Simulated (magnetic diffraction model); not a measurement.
# Solving a magnetic structure from powder neutron data: PrTaS2O2

Space group P2/c (no. 13), a = 6.0050 Å, b = 6.3030 Å, c = 6.0190 Å, β = 97.88°.

```
site  atom       x       y       z
  2f    Ta     1/2  0.6903     3/4
  2e    Pr       0  0.7672     1/4
  4g     S  0.2525  0.1011  0.0996
  4g     O  0.7249  0.5686  0.5038
```

The compound is invented for this exercise: a known structure type with other elements, its cell scaled to their sizes and not relaxed.

Only Pr is taken to order (form factors of Pr3+); orders and moment sizes are assumed, and not adapted to the symmetry. Radiation: neutrons of λ = 2.567 Å, 5° to 65°; isotropic B of 0.16 Å² (Ta), 0.18 Å² (Pr), 0.23 Å² (S) and 0.33 Å² (O). The intensities are simulated: I ∝ L Σ (|F_N|² + |F_M⊥|²) for unpolarised neutrons, with F_M = 2.695 fm/μB × Σ f(s) S exp(2πi Q·r) exp(−B s²) at Q = H ± k (one set where k and −k are equivalent), only the part normal to Q counting and L = 1/(sin²θ cos θ). For collinear order S is the moment m, which repeats by lattice and centring translations R with the sign exp(−2πi k·R). Form factors are spin-only for 3d ions and dipole or tabulated for f ions, scattering lengths are Sears's of 1992, and absorption is left out. A label names one of the reflections at its angle. The strongest nuclear line in the range is 100, and lines under 0.2 are left out.

Above the ordering temperature:

```csv
2θ (°),index,I
23.50,(0 1 0),62.9
24.92,(1 0 0),15.8
34.47,(0 1 1),15.0
34.52,(1 1 0),20.1
40.82,(1 1 -1),56.5
45.11,(1 1 1),100.0
51.01,(0 0 2),0.8
51.13,(2 0 0),6.3
54.05,(1 0 -2),6.2
54.86,(0 2 1),3.1
56.88,(0 1 2),19.5
57.00,(2 1 0),4.5
59.47,(1 2 -1),32.3
59.73,(1 1 -2),4.3
59.81,(2 1 -1),0.9
60.98,(1 0 2),3.4
62.81,(1 2 1),95.7
```

Below it (cell unchanged):

```csv
2θ (°),I
17.04,62.2
23.50,62.9
24.92,15.8
28.87,34.0
31.76,29.0
34.47,15.0
34.52,20.1
37.79,2.6
39.58,19.7
40.82,56.5
44.29,16.0
44.78,6.0
45.11,100.0
46.81,6.3
50.25,12.6
51.01,0.8
51.13,6.3
52.48,11.6
52.78,6.4
54.05,6.2
54.86,3.1
56.07,10.3
56.64,6.2
56.88,19.5
57.00,4.5
59.47,32.3
59.73,4.3
59.81,0.9
60.98,3.4
61.66,8.6
61.74,5.8
62.71,0.4
62.81,95.7
63.69,5.6
```

**Question.** Find the propagation vector, then choose among these models:
A. collinear moments along [010], 3 μB on Pr; signs + at (0, 0.7672, 1/4), − at (0, 0.2328, 3/4)
B. collinear moments along [010], 3 μB on Pr; signs + at (0, 0.7672, 1/4), + at (0, 0.2328, 3/4)
C. collinear moments along [110], 3 μB on Pr; signs + at (0, 0.7672, 1/4), + at (0, 0.2328, 3/4)
D. collinear moments along [110], 3 μB on Pr; signs + at (0, 0.7672, 1/4), − at (0, 0.2328, 3/4)

The new lines index as (0 1/2 -1/2) at 17.04°, (1 1/2 -1/2) at 28.87°, (1 -1/2 1/2) at 31.76° and (0 3/2 1/2) at 37.79°, that is as H ± k with k = (0 1/2 1/2). Half indices mean that the moments reverse under translations with k·R a half-integer, and the magnetic cell has twice the primitive volume.

Magnetic intensity, observed (below minus above) and for each model:

| 2θ (°) | index | observed | A | B | C | D |
| --- | --- | --- | --- | --- | --- | --- |
| 17.04 | (0 1/2 -1/2) | 62.2 | 62.2 | 62.2 | 88.7 | 88.7 |
| 28.87 | (1 1/2 -1/2) | 34.0 | 34.0 | 34.0 | 37.2 | 8.8 |
| 31.76 | (1 -1/2 1/2) | 29.0 | 29.0 | 29.0 | 11.7 | 31.2 |
| 37.79 | (0 3/2 1/2) | 2.6 | 2.6 | 2.6 | 12.7 | 12.7 |
| 44.78 | (-1 3/2 1/2) | 6.0 | 6.0 | 6.0 | 1.5 | 15.8 |
| 46.81 | (1 3/2 1/2) | 6.3 | 6.3 | 6.3 | 14.6 | 2.5 |
| 52.48 | (2 1/2 -1/2) | 11.6 | 11.6 | 11.6 | 9.2 | 3.8 |
| 63.69 | (-2 3/2 1/2) | 5.6 | 5.6 | 5.6 | 0.6 | 8.0 |

Models A and B match alike on every line, so these data can't choose among them (such ties are often domains of one structure).

The structure used: k = (0 1/2 1/2), collinear moments along [010], 3 μB on Pr; signs + at (0, 0.7672, 1/4), − at (0, 0.2328, 3/4).

[Logs are printed without paths, hosts, clocks, repeated set-up lines and the standing remarks that a program may print on its own settings, such as how far it seeks lower states.]
